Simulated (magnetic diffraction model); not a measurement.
# Pr2Be12TlCo4: the ordered moment from one line

Space group R3m (no. 160), a = 8.4630 Å, c = 12.2540 Å.

```csv
site,atom,x,y,z
3a,Tl,1/3,2/3,0.7601
3a,Pr,1/3,2/3,0.0133
3a,Pr,1/3,2/3,0.3211
3a,Co,1/3,2/3,0.5568
9b,Co,0.6619,0.8309,0.1830
9b,Be,0.6676,0.8338,0.8361
9b,Be,0.9869,0.4934,0.1577
18c,Be,0.3903,0.0460,0.3335
```

The compound is invented for this exercise: a known structure type with other elements, its cell scaled to their sizes and not relaxed.

Only Pr and Co are taken to order (form factors of Pr3+ and Co2+); orders and moment sizes are assumed, and not adapted to the symmetry. Radiation: neutrons of λ = 2.36 Å, 8° to 65°; isotropic B of 0.23 Å² (Tl), 0.34 Å² (Pr), 0.45 Å² (Co) and 0.7 Å² (Be). Simulated constant-wavelength pattern: nuclear and magnetic terms add, the magnetic one as |2.695 fm × Σ f S⊥ exp(2πi Q·r) exp(−B s²)|², summed over all Q at one angle with the factor 1/(sin²θ cos θ). For collinear order S is the moment m, which repeats by lattice and centring translations R with the sign exp(−2πi k·R). Free-ion form factors, Sears's scattering lengths of 1992, no absorption; a label names one of the reflections at its angle. The strongest nuclear line in the range is 100, and lines under 0.2 are left out.

In a first state the assumed order is k = (0 0 0), collinear moments along [101], 1.8 μB on Pr and 0.82 μB on Co; signs + at (1/3, 2/3, 0.0133), + at (1/3, 2/3, 0.3211), − at (1/3, 2/3, 0.5568), − at (0.6619, 0.8309, 0.1830), − at (0.1691, 0.3381, 0.1830), − at (0.1691, 0.8309, 0.1830), with this pattern:

| 2θ (°) | index | nuclear | magnetic |
| --- | --- | --- | --- |
| 21.63 | (1 0 1) | 100.0 | 8.2 |
| 29.08 | (0 1 2) | 5.5 | 2.1 |
| 32.38 | (1 1 0) | 52.7 | 11.9 |
| 33.58 | (0 0 3) | 2.6 | 4.2 |
| 39.28 | (0 2 1) | 74.1 | 11.8 |
| 44.07 | (2 0 2) | 25.3 | 3.2 |
| 47.35 | (1 1 3) | 8.5 | 5.9 |
| 49.35 | (1 0 4) | 10.1 | 1.3 |
| 51.79 | (2 1 1) | 2.4 | 3.4 |
| 55.74 | (1 2 2) | 12.8 | 1.3 |
| 57.76 | (3 0 0) | 73.5 | 3.6 |
| 60.27 | (0 2 4) | 40.4 | 0.2 |
| 61.02 | (0 1 5) | 6.2 | 0.0 |

**Question.** Nearer the ordering temperature the line at 32.38° has total intensity 53.8 on the same scale, and all moments have shrunk alike. How large is the Pr moment?

The nuclear part, 52.7, stays, so the magnetic part is 1.1 against 11.9. It goes as m², so m = 1.8 × √(1.1/11.9) = 0.55 μB; the value used was 0.54 μB.

[Logs are printed without paths, hosts, clocks, repeated set-up lines and the standing remarks that a program may print on its own settings, such as how far it seeks lower states.]
